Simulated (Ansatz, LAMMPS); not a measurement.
# Squeezing and shearing glassy 79SiO2-12Al2O3-4SrO-4ZnO (mol %) (76 atoms)

How stiff is glassy 79SiO2-12Al2O3-4SrO-4ZnO (mol %) (76 atoms), and how do its levels respond to strain?

Calculated with Ansatz 0.2.0; Kohn-Sham DFT, PBE, PAW (set soft_2), plane waves.

## (1) Set-up

The cell holds 76 atoms: 19 Si, 6 Al, 1 Sr, 1 Zn and 49 O. Cell: a = 9.942 Å, b = 9.942 Å, c = 9.942 Å, α = 90.0°, β = 90.0°, γ = 90.0°. 76 atoms (19 Si, 6 Al, 1 Sr, 1 Zn, 49 O) placed at random at 2.51 g/cm³, melted at 4000 K for 10 ps at fixed volume with the Morse and Coulomb pair potential with partial charges (Pedone, Malavasi, Menziani, Cormack and Segre, J. Phys. Chem. B 110, 11780 (2006)). Quenched from 4000 K to 300 K at 10 K/ps and fixed volume, held 10 ps at zero pressure.

What the set-up can't give: The quench rate of 10 K/ps is many orders above laboratory rates, so the cell is likely richer in defects and strain than a real sample. The starting topology of bonds comes from the classical model, and needn't be the one that DFT or experiment would give. Only the Γ point is sampled.

## (2) Single point at the start

A single point comes first, to see the forces before anything moves.

Contents of input.yaml:

```yaml
crystal:
  lattice:
    - [9.94231, 0.0, 0.0]
    - [0.0, 9.94231, 0.0]
    - [0.0, 0.0, 9.94231]
  atoms:
    - { symbol: Si, position: [0.72714, 0.73508, 0.33888] }
    - { symbol: Si, position: [0.02302, 0.93211, 0.9809] }
    - { symbol: Si, position: [0.23998, 0.34856, 0.45269] }
    - { symbol: Si, position: [0.61068, 0.37394, 0.23183] }
    - { symbol: Si, position: [0.76072, 0.2009, 0.69913] }
    - { symbol: Si, position: [0.37387, 0.25304, 0.07664] }
    - { symbol: Si, position: [0.55328, 0.96321, 0.25566] }
    - { symbol: Si, position: [0.84067, 0.99479, 0.21623] }
    - { symbol: Si, position: [0.46473, 0.00724, 0.53969] }
    - { symbol: Si, position: [0.24971, 0.99997, 0.16954] }
    - { symbol: Si, position: [0.54011, 0.7552, 0.83767] }
    - { symbol: Si, position: [0.03257, 0.63294, 0.91971] }
    - { symbol: Si, position: [0.01322, 0.23753, 0.87966] }
    - { symbol: Si, position: [0.53422, 0.07596, 0.84599] }
    - { symbol: Si, position: [0.25973, 0.43252, 0.8636] }
    - { symbol: Si, position: [0.81895, 0.65521, 0.70212] }
    - { symbol: Si, position: [0.2518, 0.62351, 0.33398] }
    - { symbol: Si, position: [0.90083, 0.28653, 0.17541] }
    - { symbol: Si, position: [0.97923, 0.5855, 0.23289] }
    - { symbol: Al, position: [0.6788, 0.47284, 0.52405] }
    - { symbol: Al, position: [0.4763, 0.68303, 0.57453] }
    - { symbol: Al, position: [0.47812, 0.35165, 0.63886] }
    - { symbol: Al, position: [0.49107, 0.66766, 0.14653] }
    - { symbol: Al, position: [0.15535, 0.04678, 0.4604] }
    - { symbol: Al, position: [0.86701, 0.93585, 0.53681] }
    - { symbol: Sr, position: [0.19162, 0.78706, 0.65835] }
    - { symbol: Zn, position: [0.99318, 0.40985, 0.64926] }
    - { symbol: O, position: [0.66276, 0.31864, 0.65276] }
    - { symbol: O, position: [0.15086, 0.21832, 0.4261] }
    - { symbol: O, position: [0.52853, 0.69884, 0.98231] }
    - { symbol: O, position: [0.67598, 0.68106, 0.7727] }
    - { symbol: O, position: [0.93123, 0.5855, 0.80716] }
    - { symbol: O, position: [0.32852, 0.67677, 0.20491] }
    - { symbol: O, position: [0.80615, 0.89813, 0.35458] }
    - { symbol: O, position: [0.02855, 0.97581, 0.53459] }
    - { symbol: O, position: [0.25784, 0.45833, 0.33755] }
    - { symbol: O, position: [0.95964, 0.28692, 0.0183] }
    - { symbol: O, position: [0.48881, 0.28213, 0.17468] }
    - { symbol: O, position: [0.37704, 0.29051, 0.51204] }
    - { symbol: O, position: [0.69357, 0.13284, 0.82897] }
    - { symbol: O, position: [0.00374, 0.60663, 0.07084] }
    - { symbol: O, position: [0.78628, 0.0815, 0.59595] }
    - { symbol: O, position: [0.59842, 0.7971, 0.25516] }
    - { symbol: O, position: [0.68596, 0.01567, 0.17818] }
    - { symbol: O, position: [0.89999, 0.26657, 0.75039] }
    - { symbol: O, position: [0.74718, 0.32727, 0.15438] }
    - { symbol: O, position: [0.41227, 0.96047, 0.18073] }
    - { symbol: O, position: [0.67772, 0.67029, 0.46472] }
    - { symbol: O, position: [0.86194, 0.78974, 0.63409] }
    - { symbol: O, position: [0.8402, 0.65623, 0.26944] }
    - { symbol: O, position: [0.53691, 0.03319, 0.39516] }
    - { symbol: O, position: [0.90782, 0.1368, 0.24948] }
    - { symbol: O, position: [0.44256, 0.15117, 0.94535] }
    - { symbol: O, position: [0.53812, 0.91642, 0.86079] }
    - { symbol: O, position: [0.01663, 0.06965, 0.89368] }
    - { symbol: O, position: [0.25596, 0.15531, 0.12864] }
    - { symbol: O, position: [0.96674, 0.41495, 0.25032] }
    - { symbol: O, position: [0.09832, 0.65719, 0.31326] }
    - { symbol: O, position: [0.57078, 0.52587, 0.18663] }
    - { symbol: O, position: [0.51702, 0.51177, 0.57179] }
    - { symbol: O, position: [0.52066, 0.85657, 0.5736] }
    - { symbol: O, position: [0.31144, 0.3827, 0.01991] }
    - { symbol: O, position: [0.17907, 0.96509, 0.30861] }
    - { symbol: O, position: [0.32793, 0.68154, 0.46518] }
    - { symbol: O, position: [0.65108, 0.37082, 0.38253] }
    - { symbol: O, position: [0.1719, 0.93942, 0.04881] }
    - { symbol: O, position: [0.38305, 0.39368, 0.77582] }
    - { symbol: O, position: [0.92361, 0.93002, 0.09913] }
    - { symbol: O, position: [0.03668, 0.79628, 0.89541] }
    - { symbol: O, position: [0.83049, 0.52293, 0.59675] }
    - { symbol: O, position: [0.49352, 0.09594, 0.6885] }
    - { symbol: O, position: [0.41649, 0.70363, 0.75017] }
    - { symbol: O, position: [0.15343, 0.43916, 0.56261] }
    - { symbol: O, position: [0.17458, 0.55784, 0.87581] }
    - { symbol: O, position: [0.30737, 0.00566, 0.53796] }
    - { symbol: O, position: [0.13742, 0.32484, 0.83226] }
kpoints:
  mp_grid: { grid: [1, 1, 1] }
hamiltonian:
  xc: pbe
scf:
  occupations: { method: fixed }
output:
  forces: true
```

The run is started by

```sh
ansatz run input.yaml --threads 4 --pin off --max-ram 8192MiB --backend cpu --events-out ev --progress --plain --runs-dir out
```

Numbers of over 12 decimals in the logs are rounded to 6 here.

The program printed:

```text
[...]
Pseudopotentials: kind: paw
Pseudopotential: Si, paw, valence charge 4, recommended cutoff 420 eV (normal), Si.paw.azcp
Pseudopotential: Al, paw, valence charge 3, recommended cutoff 420 eV (normal), Al.paw.azcp
Pseudopotential: Sr, paw, valence charge 10, recommended cutoff 420 eV (normal), Sr.paw.azcp
Pseudopotential: Zn, paw, valence charge 12, recommended cutoff 420 eV (normal), Zn.paw.azcp
Pseudopotential: O, paw, valence charge 6, recommended cutoff 420 eV (normal), O.paw.azcp
[...]
Crystal: 76 atoms, lattice volume = 982.793 Å³
Basis set: ecut = 420 eV, 19309 PW (Γ), exchange–correlation on 144×144×144 points (8 copies of the dense FFT grid, shifted against one another)
Bands: 281, of which v1, the nominal top of the filled ones, is band 205 counted from 1 (204 counted from 0)
Symmetry: 1 space group operations
Space group: P1 (ITA 1), of the structure as read, at distance tolerance 9.9e-5 Å
k-points: 1
[...]
Initial density: superposition of atomic densities (neutral atoms: chi_scale 0, normalization atom), corrected by the library's trained network
Initial wavefunctions: pseudopotential atomic-orbital guess
[...]
SCF iter   1: F=—  HF=-50049.971523 eV  |F-HF|=—  |Δ(HF+E_count)|=         —  Δρ=2.36e-3  dr2=8.50e-2  ethr=1.77e-3  ⟨swp⟩=6.0  Hψ=1018  notcnv=0  defer=72
preconditioner: auto → Resta (q_TF=auto, 2.358 Å⁻¹)  ε∞=3.2  [insulator: Δε(μ)=3.556 eV  Ē_g=16.231 eV  n_scr=202 (ndim 8)  ℏωp=23.9 eV  f_vac=0.136  ε∞_Penn≈3.2]
SCF iter   2: F=—  HF=-50049.970731 eV  |F-HF|=—  |Δ(HF+E_count)|=   7.92e-4  Δρ=1.24e-3  dr2=2.01e-2  ethr=2.07e-5  ⟨swp⟩=4.0  Hψ=446  notcnv=0  defer=74
SCF iter   3: F=—  HF=-50049.971403 eV  |F-HF|=—  |Δ(HF+E_count)|=   6.71e-4  Δρ=5.58e-4  dr2=4.93e-3  ethr=4.91e-6  ⟨swp⟩=4.0  Hψ=373  notcnv=0  defer=59
automatic band count: iteration 3 solves 266 bands in place of 281: the levels show a gap, and the empty bands left out lie too high to hold charge; the band table lists the bands solved (type scf.n_extra_bands for more)
SCF iter   4: F=—  HF=-50049.970770 eV  |F-HF|=—  |Δ(HF+E_count)|=   6.33e-4  Δρ=1.95e-4  dr2=4.06e-4  ethr=1.20e-6  ⟨swp⟩=3.0  Hψ=371  notcnv=0  defer=59
SCF iter   5: F=—  HF=-50049.970784 eV  |F-HF|=—  |Δ(HF+E_count)|=   1.48e-5  Δρ=1.22e-4  dr2=1.27e-4  ethr=9.91e-8  ⟨swp⟩=2.0  Hψ=371  notcnv=0  defer=59
SCF iter   6: F=—  HF=-50049.970812 eV  |F-HF|=—  |Δ(HF+E_count)|=   2.79e-5  Δρ=3.37e-5  dr2=9.86e-6  ethr=3.10e-8  ⟨swp⟩=2.0  Hψ=387  notcnv=0  defer=59
SCF iter   7: F=—  HF=-50049.971937 eV  |F-HF|=—  |Δ(HF+E_count)|=   1.12e-3  Δρ=1.36e-5  dr2=1.62e-6  ethr=2.41e-9  ⟨swp⟩=2.0  Hψ=470  notcnv=0  defer=59
SCF iter   8: F=—  HF=-50049.971938 eV  |F-HF|=—  |Δ(HF+E_count)|=   1.01e-6  Δρ=7.47e-6  dr2=4.71e-7  ethr=3.96e-10  ⟨swp⟩=2.0  Hψ=402  notcnv=0  defer=59
SCF iter   9: F=-50049.971938 eV  HF=-50049.971938 eV  |F-HF|=1.13e-8  |Δ(HF+E_count)|=   6.35e-8  Δρ=1.70e-6  dr2=2.56e-8  ethr=2.44e-11  ⟨swp⟩=2.0  Hψ=858  notcnv=0
SCF 1 converged in 9 iterations: F = -50049.971938 eV  dr2 = 2.56e-8
[...]
SCF converged after 9 iterations
Free energy (F): -50049.971938 eV
Harris-Foulkes:  -50049.971938 eV  (|F-HF|=1.13e-8)
Internal energy: -50049.971938 eV  (E = F + TS)
E sigma→0 (E₀):  -50049.971938 eV
Fermi energy:    4.065372 eV
--- Per-component energies (eV) ---
[...]
Σ components = -50049.971938   (vs F -50049.971938, Δ=0.00e0)
--- Forces (eV/Å), atoms counted from 1 ---
  atom   1  Si    -0.24341671     3.55934961    -1.61789900
  atom   2  Si     4.23647869     1.95682407    -0.89463819
  atom   3  Si    -1.39749725    -0.44746507     1.92115905
  atom   4  Si    -0.06992683     1.73699431    -1.72469752
[...]
atom  76  O     -0.53815989    -1.34204007    -0.76380686
  max |Σ_I F_I| component: 6.88e-5 eV/Å
```

Run time: 12 s. Hardware: 4 threads of Intel Xeon Platinum 8259CL at 2.50GHz (Skylake/Cascade Lake), shared host; peak memory 1.2 GiB.

The column dr2 measures how far the density is from self-consistency, as an energy; F and HF (Harris–Foulkes) agree once it is small.

The r.m.s. force at the start is 1.5 eV/Å.

## (3) Cell and atoms relaxed

Cell and atoms are freed together, to release stress as well as forces.

Contents of input.yaml:

```yaml
crystal:
  lattice:
    - [9.94231, 0.0, 0.0]
    - [0.0, 9.94231, 0.0]
    - [0.0, 0.0, 9.94231]
  atoms:
    [... the 76 atom lines of step 2 ...]
kpoints:
  mp_grid: { grid: [1, 1, 1] }
hamiltonian:
  xc: pbe
scf:
  occupations: { method: fixed }
output:
  forces: true
relax:
  f_tol: 0.05
  max_steps: 150
  cell: {}
```

The program printed:

```text
[...]
Crystal: 76 atoms, lattice volume = 982.793 Å³
Basis set: ecut = 420 eV, 19309 PW (Γ), exchange–correlation on 144×144×144 points (8 copies of the dense FFT grid, shifted against one another)
Bands: 281, of which v1, the nominal top of the filled ones, is band 205 counted from 1 (204 counted from 0)
Symmetry: 1 space group operations
[...]
k-points: 1
[...]
SCF iter   1: F=—  HF=-50049.971522 eV  |F-HF|=—  |Δ(HF+E_count)|=         —  Δρ=2.36e-3  dr2=8.50e-2  ethr=1.77e-3  ⟨swp⟩=6.0  Hψ=1018  notcnv=0  defer=72
[...]
SCF iter   9: F=-50049.971938 eV  HF=-50049.971938 eV  |F-HF|=1.13e-8  |Δ(HF+E_count)|=   6.33e-8  Δρ=1.70e-6  dr2=2.56e-8  ethr=2.44e-11  ⟨swp⟩=2.0  Hψ=858  notcnv=0
SCF 1 converged in 9 iterations: F = -50049.971938 eV  dr2 = 2.56e-8
[...]
relax step   1: F+E_penalty+E_count = -50049.97193776 eV  Δ(F+E_penalty+E_count) = +0.000e0 eV  max|allowed force component| = 5.801e0 eV/Å  Δτ_max = 0.0000 Å  P = +8.170 GPa  Ω = 982.793 Å³  (9 SCF iters, dr2 threshold 1.00e-7 eV, accepted)
[... from here on, the SCF cycles and remarks between the steps are left out ...]
relax step   2: F+E_penalty+E_count = -50053.68314730 eV  Δ(F+E_penalty+E_count) = -3.711e0 eV  max|allowed force component| = 3.424e0 eV/Å  Δτ_max = 0.1982 Å  P = +4.065 GPa  Ω = 1001.599 Å³  energy of the carried Pulay correction = -6.423e-2 eV  (8 SCF iters, dr2 threshold 7.60e-6 eV, accepted)
relax step   3: F+E_penalty+E_count = -50056.30451283 eV  Δ(F+E_penalty+E_count) = -2.621e0 eV  max|allowed force component| = 1.340e0 eV/Å  Δτ_max = 0.1937 Å  P = -0.423 GPa  Ω = 1019.703 Å³  energy of the carried Pulay correction = -1.249e-1 eV  (8 SCF iters, dr2 threshold 7.60e-6 eV, accepted)
relax step   4: F+E_penalty+E_count = -50056.90826047 eV  Δ(F+E_penalty+E_count) = -6.037e-1 eV  max|allowed force component| = 4.294e-1 eV/Å  Δτ_max = 0.2000 Å  P = -0.098 GPa  Ω = 1010.364 Å³  energy of the carried Pulay correction = -9.375e-2 eV  (8 SCF iters, dr2 threshold 7.60e-6 eV, accepted)
relax step   5: F+E_penalty+E_count = -50057.09069389 eV  Δ(F+E_penalty+E_count) = -1.824e-1 eV  max|allowed force component| = 4.193e-1 eV/Å  Δτ_max = 0.1316 Å  P = -0.156 GPa  Ω = 1006.312 Å³  energy of the carried Pulay correction = -8.013e-2 eV  (7 SCF iters, dr2 threshold 7.60e-6 eV, accepted)
relax step   6: F+E_penalty+E_count = -50057.12686781 eV  Δ(F+E_penalty+E_count) = -3.617e-2 eV  max|allowed force component| = 9.188e-1 eV/Å  Δτ_max = 0.2000 Å  P = -0.084 GPa  Ω = 1007.206 Å³  energy of the carried Pulay correction = -8.314e-2 eV  (8 SCF iters, dr2 threshold 7.60e-6 eV, accepted)
relax step   7: F+E_penalty+E_count = -50057.30729061 eV  Δ(F+E_penalty+E_count) = -1.804e-1 eV  max|allowed force component| = 2.460e-1 eV/Å  Δτ_max = 0.0812 Å  P = +0.041 GPa  Ω = 1004.420 Å³  energy of the carried Pulay correction = -7.376e-2 eV  (7 SCF iters, dr2 threshold 7.60e-6 eV, accepted)
relax step   8: F+E_penalty+E_count = -50057.40824208 eV  Δ(F+E_penalty+E_count) = -1.010e-1 eV  max|allowed force component| = 3.179e-1 eV/Å  Δτ_max = 0.2000 Å  P = -0.233 GPa  Ω = 1006.896 Å³  energy of the carried Pulay correction = -8.210e-2 eV  (8 SCF iters, dr2 threshold 3.78e-6 eV, accepted)
relax step   9: F+E_penalty+E_count = -50057.46451330 eV  Δ(F+E_penalty+E_count) = -5.627e-2 eV  max|allowed force component| = 2.755e-1 eV/Å  Δτ_max = 0.1687 Å  P = -0.215 GPa  Ω = 1003.864 Å³  energy of the carried Pulay correction = -7.188e-2 eV  (7 SCF iters, dr2 threshold 6.32e-6 eV, accepted)
relax step  10: F+E_penalty+E_count = -50057.12325395 eV  Δ(F+E_penalty+E_count) = +3.413e-1 eV  max|allowed force component| = 1.489e0 eV/Å  Δτ_max = 0.2000 Å  P = +0.313 GPa  Ω = 1003.105 Å³  energy of the carried Pulay correction = -6.932e-2 eV  (8 SCF iters, dr2 threshold 4.74e-6 eV, rejected (line search))
relax step  11: F+E_penalty+E_count = -50057.53319195 eV  Δ(F+E_penalty+E_count) = -6.868e-2 eV  max|allowed force component| = 9.858e-2 eV/Å  Δτ_max = 0.0691 Å  P = +0.155 GPa  Ω = 1002.548 Å³  energy of the carried Pulay correction = -6.744e-2 eV  (13 SCF iters, accepted)
relax step  12: F+E_penalty+E_count = -50057.53470970 eV  Δ(F+E_penalty+E_count) = -1.518e-3 eV  max|allowed force component| = 6.874e-2 eV/Å  Δτ_max = 0.0274 Å  P = -0.076 GPa  Ω = 1003.531 Å³  energy of the carried Pulay correction = -7.076e-2 eV  (7 SCF iters, dr2 threshold 6.07e-7 eV, accepted)
relax step  13: F+E_penalty+E_count = -50057.53927979 eV  Δ(F+E_penalty+E_count) = -4.570e-3 eV  max|allowed force component| = 4.525e-2 eV/Å  Δτ_max = 0.0085 Å  P = -0.028 GPa  Ω = 1003.036 Å³  energy of the carried Pulay correction = -6.909e-2 eV  (6 SCF iters, dr2 threshold 2.95e-7 eV, accepted)
relax step  14: F+E_penalty+E_count = -50057.54304582 eV  Δ(F+E_penalty+E_count) = -3.766e-3 eV  max|allowed force component| = 4.189e-2 eV/Å  Δτ_max = 0.0136 Å  P = +0.025 GPa  Ω = 1002.439 Å³  energy of the carried Pulay correction = -6.707e-2 eV  (8 SCF iters, dr2 threshold 6.36e-9 eV, accepted)
relax step  15: F+E_penalty+E_count = -50057.65937708 eV  Δ(F+E_penalty+E_count) = -1.163e-1 eV  max|allowed force component| = 4.029e-2 eV/Å  Δτ_max = 0.0000 Å  P = +0.245 GPa  Ω = 1002.439 Å³  stress off target by 5.58e-1 GPa  SCF on the basis re-selected at this cell (its energy is not comparable with the rows above)  (7 SCF iters)
relax step  16: F+E_penalty+E_count = -50057.62776536 eV  Δ(F+E_penalty+E_count) = +3.161e-2 eV  max|allowed force component| = 1.222e-1 eV/Å  Δτ_max = 0.0872 Å  P = -0.215 GPa  Ω = 1009.801 Å³  energy of the carried Pulay correction = -2.816e-2 eV  (8 SCF iters, dr2 threshold 7.78e-7 eV, rejected (line search))
relax step  17: F+E_penalty+E_count = -50057.66220106 eV  Δ(F+E_penalty+E_count) = -2.824e-3 eV  max|allowed force component| = 3.639e-2 eV/Å  Δτ_max = 0.0431 Å  P = +0.008 GPa  Ω = 1005.198 Å³  energy of the carried Pulay correction = -1.051e-2 eV  (12 SCF iters, accepted)
relax step  18: F+E_penalty+E_count = -50057.67087421 eV  Δ(F+E_penalty+E_count) = -8.673e-3 eV  max|allowed force component| = 3.626e-2 eV/Å  Δτ_max = 0.0000 Å  P = +0.012 GPa  Ω = 1005.198 Å³  stress off target by 2.79e-2 GPa  SCF on the basis re-selected at this cell (its energy is not comparable with the rows above)  (6 SCF iters)
[...]
SCF converged after 6 iterations
Free energy (F): -50057.670874 eV
[...]
Internal energy: -50057.670874 eV  (E = F + TS)
E sigma→0 (E₀):  -50057.670874 eV
Fermi energy:    3.355650 eV
[...]
Σ components = -50057.670874   (vs F -50057.670874, Δ=0.00e0)
--- Forces (eV/Å), atoms counted from 1 ---
  atom   1  Si    -0.00492040    -0.01048226    -0.01224186
  atom   2  Si    -0.00137910     0.00373997    -0.00910742
  atom   3  Si     0.01935540     0.01270491    -0.00304635
  atom   4  Si    -0.00205824    -0.00710723    -0.02308547
[...]
atom  76  O      0.00051373     0.01139393    -0.00602996
  max |Σ_I F_I| component: 1.32e-5 eV/Å
--- Stress (GPa, compression-positive) ---
        0.016159      -0.011452       0.002310
       -0.011456      -0.002339       0.012593
        0.002314       0.012592       0.021867
  P = ⅓ Tr σ = 0.0119 GPa (0.119 kbar)
--- Relaxed structure (16 steps of the walk, 14 accepted, 2 SCFs on fresh bases) ---
  F+E_penalty+E_count = -50057.67087421 eV   max|allowed force component| = 3.626e-2 eV/Å   (the final SCF, on the basis selected at the relaxed cell)
  cell:  # Å, volume = 1005.1978 Å³
    - [10.027756, 0.190827, 0.00167462]
    - [0.190827, 9.832888, -0.257398]
    - [0.00167462, -0.257398, 10.205026]
  atoms:
    - { symbol: Si, position: [0.744699, 0.746650, 0.309993] }
    - { symbol: Si, position: [0.039893, 0.937078, 0.989919] }
    - { symbol: Si, position: [0.222324, 0.359674, 0.485043] }
    - { symbol: Si, position: [0.621409, 0.382551, 0.220297] }
[...]
- { symbol: O, position: [0.145220, 0.293466, 0.827691] }
```

Run time: 2.1 min. Hardware: 4 threads; peak memory 1.2 GiB; 7.4 min of CPU time.

The relaxation converged after 16 steps, with a largest force component of 0.036 eV/Å.

(Part 1 of 4 ends here.)

[Logs are printed without paths, hosts, clocks, repeated set-up lines and the standing remarks that a program may print on its own settings, such as how far it seeks lower states.]

[Hosts, paths, dates, database ids (printed as entryN), source tags and the programs' standing remarks are cut or masked in the printed files.]
